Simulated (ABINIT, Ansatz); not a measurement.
## Quasiparticle gap of CsPbCl3 (R32) in ABINIT

Aim: the G0W0 gap of CsPbCl3 (R32) on LDA, step by step.

Method: LDA and many-body steps on it, plane waves, in ABINIT 10.8.3.

## 1. Starting point

The structure is trigonal, space group R32 (No. 155). The conventional cell has a = 8.006 Å, b = 8.006 Å, c = 9.887 Å, α = 90.00°, β = 90.00°, γ = 120.00°. Nearest to Cs lie 12 Cl at 3.85 to 4.15 Å. Pb has 6 Cl at 2.84 Å nearest. Nearest to Cl lie 2 Pb at 2.84 Å and 4 Cs at 3.85 to 4.15 Å. Farther neighbours and most contacts between anions are not listed.

The cell and positions are those that the Materials Project relaxed with its own functionals (PBE, PBE+U or r2SCAN), kept fixed. Spin-orbit coupling is left out unless a step names it.

## 2. Ground state

This step: ABINIT 10.8.3; DFT, LDA, plane waves, norm-conserving pseudopotentials.

The ground-state density comes first.

File run.abi:

```
acell 3*1.0 Angstrom
rprim 
  4.003155115600 2.311222683600 3.295555457400
  -4.003155115600 2.311222683600 3.295555457400
  0.000000000000 -4.622445367199 3.295555457400
ntypat 3
znucl 55 82 17
natom 5
typat 1 2 3 3 3
xred 
  0.500000000000 0.500000000000 0.500000000000
  0.000000000000 -0.000000000000 0.000000000000
  0.500000000000 0.018600300000 0.981399700000
  0.018600300000 0.981399700000 0.500000000000
  0.981399700000 0.500000000000 0.018600300000
pp_dirpath "pseudos"
pseudos "Cs.upf, Pb.upf, Cl.upf"
ecut 24
ngkpt 4 4 4
nshiftk 1
shiftk 0 0 0
kptopt 1
chksymbreak 0
nband 28
occopt 1
tolvrs 1e-10
nstep 60
prtwf 0
optforces 0
optstress 0
indata_prefix "in"
outdata_prefix "out"
tmpdata_prefix "tmp"
```

On the command line:

```sh
$ OMP_NUM_THREADS=1 mpirun -n 4 abinit run.abi > log
```

Numbers of over 12 decimals in the logs are rounded to 6 here.

What it wrote:

```text
.Version 10.8.3 of ABINIT. v10.8.2 released Aug 2026.

 Symmetries : space group R3 2 (#155); Bravais hR (rhombohedral)
================================================================================
 Values of the parameters that define the memory need of the present run
     intxc =       0    ionmov =       0      iscf =       7    lmnmax =       8
     lnmax =       8     mgfft =      48  mpssoang =       4    mqgrid =    3001
     natom =       5  nloc_mem =       1    nspden =       1   nspinor =       1
    nsppol =       1      nsym =       6    n1xccc =    2501    ntypat =       3
    occopt =       1   xclevel =       1
-    mband =          28        mffmem =           1         mkmem =           4
       mpw =        6958          nfft =      110592          nkpt =          13
================================================================================
  Rough estimation (10% accuracy) of disk space for files :
================================================================================

--------------------------------------------------------------------------------
------------- Echo of variables that govern the present computation ------------
--------------------------------------------------------------------------------
 -outvars: echo values of preprocessed input variables --------
            acell      1.8897261259E+00  1.8897261259E+00  1.8897261259E+00 Bohr

      chksymbreak           0
             ecut      2.40000000E+01 Hartree
-          fftalg         312

              ixc       -1012
              kpt      0.00000000E+00  0.00000000E+00  0.00000000E+00
                       2.50000000E-01  0.00000000E+00  0.00000000E+00
                       5.00000000E-01  0.00000000E+00  0.00000000E+00
                       2.50000000E-01  2.50000000E-01  0.00000000E+00
                       5.00000000E-01  2.50000000E-01  0.00000000E+00
                      -2.50000000E-01  2.50000000E-01  0.00000000E+00
                       5.00000000E-01  5.00000000E-01  0.00000000E+00
                       2.50000000E-01  2.50000000E-01  2.50000000E-01
                       5.00000000E-01  2.50000000E-01  2.50000000E-01
                      -2.50000000E-01  2.50000000E-01  2.50000000E-01
                       5.00000000E-01  5.00000000E-01  2.50000000E-01
[...]
kptrlatt        4    0    0      0    4    0      0    0    4
          kptrlen      4.29114734E+01
P           mkmem           4
            natom           5
            nband          28
            ngfft          48      48      48
             nkpt          13
            nstep          60
             nsym           6
           ntypat           3
              occ      2.000000  2.000000  2.000000  2.000000  2.000000  2.000000
                       2.000000  2.000000  2.000000  2.000000  2.000000  2.000000
                       2.000000  2.000000  2.000000  2.000000  2.000000  2.000000
                       2.000000  2.000000  2.000000  2.000000  0.000000  0.000000
                       0.000000  0.000000  0.000000  0.000000
        optforces           0
        optstress           0
            prtwf           0
            rprim      4.0031551156E+00  2.3112226836E+00  3.2955554574E+00
[...]
spgroup         155

           tolvrs      1.00000000E-10

             xred      5.0000000000E-01  5.0000000000E-01  5.0000000000E-01
[...]
znucl       55.00000   82.00000   17.00000

================================================================================

 chkinp: Checking input parameters for consistency.

================================================================================
== DATASET  1 ==================================================================
-   mpi_nproc: 4, omp_nthreads: 1 (-1 if OMP is not activated)

--- !DatasetInfo
iteration_state: {dtset: 1, }
dimensions: {natom: 5, nkpt: 13, mband: 28, nsppol: 1, nspinor: 1, nspden: 1, mpw: 6958, }
cutoff_energies: {ecut:  24.0, pawecutdg:  -1.0, }
electrons: {nelect:   4.40000000E+01, charge:   0.00000000E+00, occopt:   1.00000000E+00, tsmear:   1.00000000E-02, }

 Real(R)+Recip(G) space primitive vectors, cartesian coordinates (Bohr,Bohr^-1):
 R(1)=  7.5648668  4.3675779  6.2276972  G(1)=  0.0660950  0.0381600  0.0535243
 R(2)= -7.5648668  4.3675779  6.2276972  G(2)= -0.0660950  0.0381600  0.0535243
 R(3)=  0.0000000 -8.7351558  6.2276972  G(3)=  0.0000000 -0.0763200  0.0535243
 Unit cell volume ucvol=  1.2345841E+03 bohr^3
 Angles (23,13,12)=  8.96849909E+01  8.96849909E+01  8.96849909E+01 degrees

 getcut: wavevector=  0.0000  0.0000  0.0000  ngfft=  48  48  48
         ecut(hartree)=     24.000   => boxcut(ratio)=   2.02894

--- Pseudopotential description ------------------------------------------------
- Cs Generated using ONCVPSP code by D. R. Hamann
- 55.00000   9.00000  201201                  znucl, zion, pspdat
12 -1012 3 -1 2328                            pspcod,pspxc,lmax,lloc,mmax
     nproj     2     2     2     2
  pspatm : epsatm=   21.68725381
         --- l  ekb(1:nproj) -->
[...]
pspatm: atomic psp has been read  and splines computed

- Pb Generated using ONCVPSP code by D. R. Hamann
- 82.00000  14.00000  180309                  znucl, zion, pspdat
12 -1012 2 -1 1638                            pspcod,pspxc,lmax,lloc,mmax
     nproj     2     2     2     0
  pspatm : epsatm=   44.14136491
         --- l  ekb(1:nproj) -->
[...]
pspatm: atomic psp has been read  and splines computed

- Cl Generated using ONCVPSP code by D. R. Hamann
- 17.00000   7.00000  180309                  znucl, zion, pspdat
12 -1012 2 -1 1016                            pspcod,pspxc,lmax,lloc,mmax
     nproj     2     2     2     0
  pspatm : epsatm=    8.88507506
         --- l  ekb(1:nproj) -->
[...]
pspatm: atomic psp has been read  and splines computed

   4.06928913E+03                                ecore*ucvol(ha*bohr**3)
--------------------------------------------------------------------------------

_setup2: Arith. and geom. avg. npw (full set) are    6934.703    6934.692

================================================================================

--- !BeginCycle
iteration_state: {dtset: 1, }
solver: {iscf: 7, nstep: 60, nline: 4, wfoptalg: 0, }
tolerances: {tolvrs: 1.00E-10, }

     iter   Etot(hartree)      deltaE(h)  residm     vres2
 ETOT  1  -142.61839138485    -1.426E+02 1.939E-01 1.796E+02
 ETOT  2  -143.15471342405    -5.363E-01 1.127E-02 2.324E+01
 ETOT  3  -143.16372968527    -9.016E-03 6.887E-03 3.929E+00
 ETOT  4  -143.16404267304    -3.130E-04 2.269E-03 5.635E-01
 ETOT  5  -143.16405998279    -1.731E-05 9.179E-04 1.513E-01
 ETOT  6  -143.16407054267    -1.056E-05 2.793E-04 2.694E-02
 ETOT  7  -143.16407178953    -1.247E-06 7.924E-05 1.691E-03
 ETOT  8  -143.16407192284    -1.333E-07 4.465E-05 4.761E-05
 ETOT  9  -143.16407193028    -7.435E-09 2.962E-05 5.166E-06
 ETOT 10  -143.16407193195    -1.678E-09 1.057E-05 1.342E-07
 ETOT 11  -143.16407193206    -1.034E-10 1.776E-05 1.656E-08
 ETOT 12  -143.16407193206    -6.366E-12 6.283E-06 1.094E-09
 ETOT 13  -143.16407193206    -1.450E-12 1.056E-05 1.637E-10
 ETOT 14  -143.16407193207    -1.847E-12 3.710E-06 3.242E-12

 At SCF step   14       vres2   =  3.24E-12 < tolvrs=  1.00E-10 =>converged.

--- !ResultsGS
iteration_state: {dtset: 1, }
comment   : Summary of ground state results
lattice_vectors:
- [  7.5648668,   4.3675779,   6.2276972, ]
- [ -7.5648668,   4.3675779,   6.2276972, ]
- [  0.0000000,  -8.7351558,   6.2276972, ]
lattice_lengths: [  10.72787,   10.72787,   10.72787, ]
lattice_angles: [ 89.685,  89.685,  89.685, ] # degrees, (23, 13, 12)
lattice_volume:   1.2345841E+03
convergence: {deltae: -1.847E-12, res2:  3.242E-12, residm:  3.710E-06, diffor:  0.000E+00, }
etotal    :  -1.43164072E+02
entropy   :   0.00000000E+00
fermie    :   4.38588311E-02
cartesian_stress_tensor: null
pressure_GPa: null
xred      :
- [  5.0000E-01,   5.0000E-01,   5.0000E-01, Cs]
- [  0.0000E+00,   0.0000E+00,   0.0000E+00, Pb]
- [  5.0000E-01,   1.8600E-02,   9.8140E-01, Cl]
- [  1.8600E-02,   9.8140E-01,   5.0000E-01, Cl]
- [  9.8140E-01,   5.0000E-01,   1.8600E-02, Cl]
cartesian_forces: null
force_length_stats: {min: null, max: null, mean: null, }

 Integrated electronic density in atomic spheres:
 ------------------------------------------------
 Atom  Sphere_radius  Integrated_density
[...]
================================================================================

 ----iterations are completed or convergence reached----

 Mean square residual over all n,k,spin=   16.354E-09; max=  37.102E-07
 reduced coordinates (array xred) for    5 atoms
       0.500000000000      0.500000000000      0.500000000000
       0.000000000000      0.000000000000      0.000000000000
       0.500000000000      0.018600300000      0.981399700000
       0.018600300000      0.981399700000      0.500000000000
       0.981399700000      0.500000000000      0.018600300000
 rms dE/dt=  0.0000E+00; max dE/dt=  0.0000E+00; dE/dt below (all hartree)
    1       0.000000000000      0.000000000000      0.000000000000
    2       0.000000000000      0.000000000000      0.000000000000
    3       0.000000000000      0.000000000000      0.000000000000
    4       0.000000000000      0.000000000000      0.000000000000
    5       0.000000000000      0.000000000000      0.000000000000

 cartesian coordinates (angstrom) at end:
    1      0.000000     5e-13     4.943333
    2      0.000000     0.000000     0.000000
    3      1.927118    -3.337866     4.943333
    4     -3.854235     5e-13     4.943333
    5      1.927118     3.337866     4.943333
 length scales=  1.889726125908  1.889726125908  1.889726125908 bohr
              =  1.000000000000  1.000000000000  1.000000000000 angstroms
 prteigrs : about to open file out_EIG
 Fermi (or HOMO) energy (hartree) =   0.04386   Average Vxc (hartree)=  -0.30502
 Eigenvalues (hartree) for nkpt=  13  k points:
 kpt#   1, nband= 28, wtk=  0.01563, kpt=  0.0000  0.0000  0.0000 (reduced coord)
  -0.72923   -0.56131   -0.56131   -0.55410   -0.55410   -0.55399   -0.49357   -0.46462
  -0.46462   -0.24136   -0.24136   -0.24120   -0.20012   -0.11224   -0.11172   -0.11172
  -0.03781   -0.03781   -0.03694   -0.03420   -0.03420   -0.03360    0.16376    0.20522
   0.20522    0.23878    0.23878    0.24147
 prteigrs : prtvol=0 or 1, do not print more k-points.

--- !EnergyTerms
iteration_state     : {dtset: 1, }
comment             : Components of total free energy in Hartree
kinetic             :  5.62798999676547E+01
hartree             :  3.51686807106054E+01
xc                  : -3.99530622953524E+01
Ewald energy        : -8.64163992970710E+01
psp_core            :  3.29608089423131E+00
local_psp           : -1.07393436553992E+02
non_local_psp       : -4.14583535814232E+00
total_energy        : -1.43164071932067E+02
total_energy_eV     : -3.89569285789087E+03
band_energy         : -1.27053396019003E+01

== END DATASET(S) ==============================================================
================================================================================

 -outvars: echo values of variables after computation  --------
           etotal     -1.4316407193E+02
            nband          28
             nkpt          13
          spgroup         155
 [... the other variables as echoed above ...]

 Calculation completed.
```

Wall time 67 s (4 MPI ranks of Arm Neoverse N1, shared host); peak memory 0.36 GiB.

This step gave:

* total energy: -3895.6929 eV
* gap: 1.968 eV
* k of the valence top: 0.5, 0.5, 0.5
* k of the conduction bottom: 0.5, 0.5, 0.5
* least direct gap: 1.968 eV

The gap is direct, at (0.500, 0.500, 0.500).

(Part 1 of 3 ends here.)

[Paths, hosts, dates, memory and timing lines, banners, echoed tables and standing remarks are left out of the program output.]

[Logs are printed without paths, hosts, clocks, repeated set-up lines and the standing remarks that a program may print on its own settings, such as how far it seeks lower states.]

[Runs of the session that timed out or met a known fault of the program may be left out.]

[Hosts, paths, dates, database ids (printed as entryN), source tags and the programs' standing remarks are cut or masked in the printed files.]

[G0W0 gaps are taken among the corrected bands and points alone; a level outside them can change the order at an edge.]

[Where Ansatz stands beside ABINIT at settings called matched, ABINIT's density can come from a denser mesh and the files from another edition; pairs whose starting gaps differed by over 0.03 eV were left out, so agreement reads better than it is.]
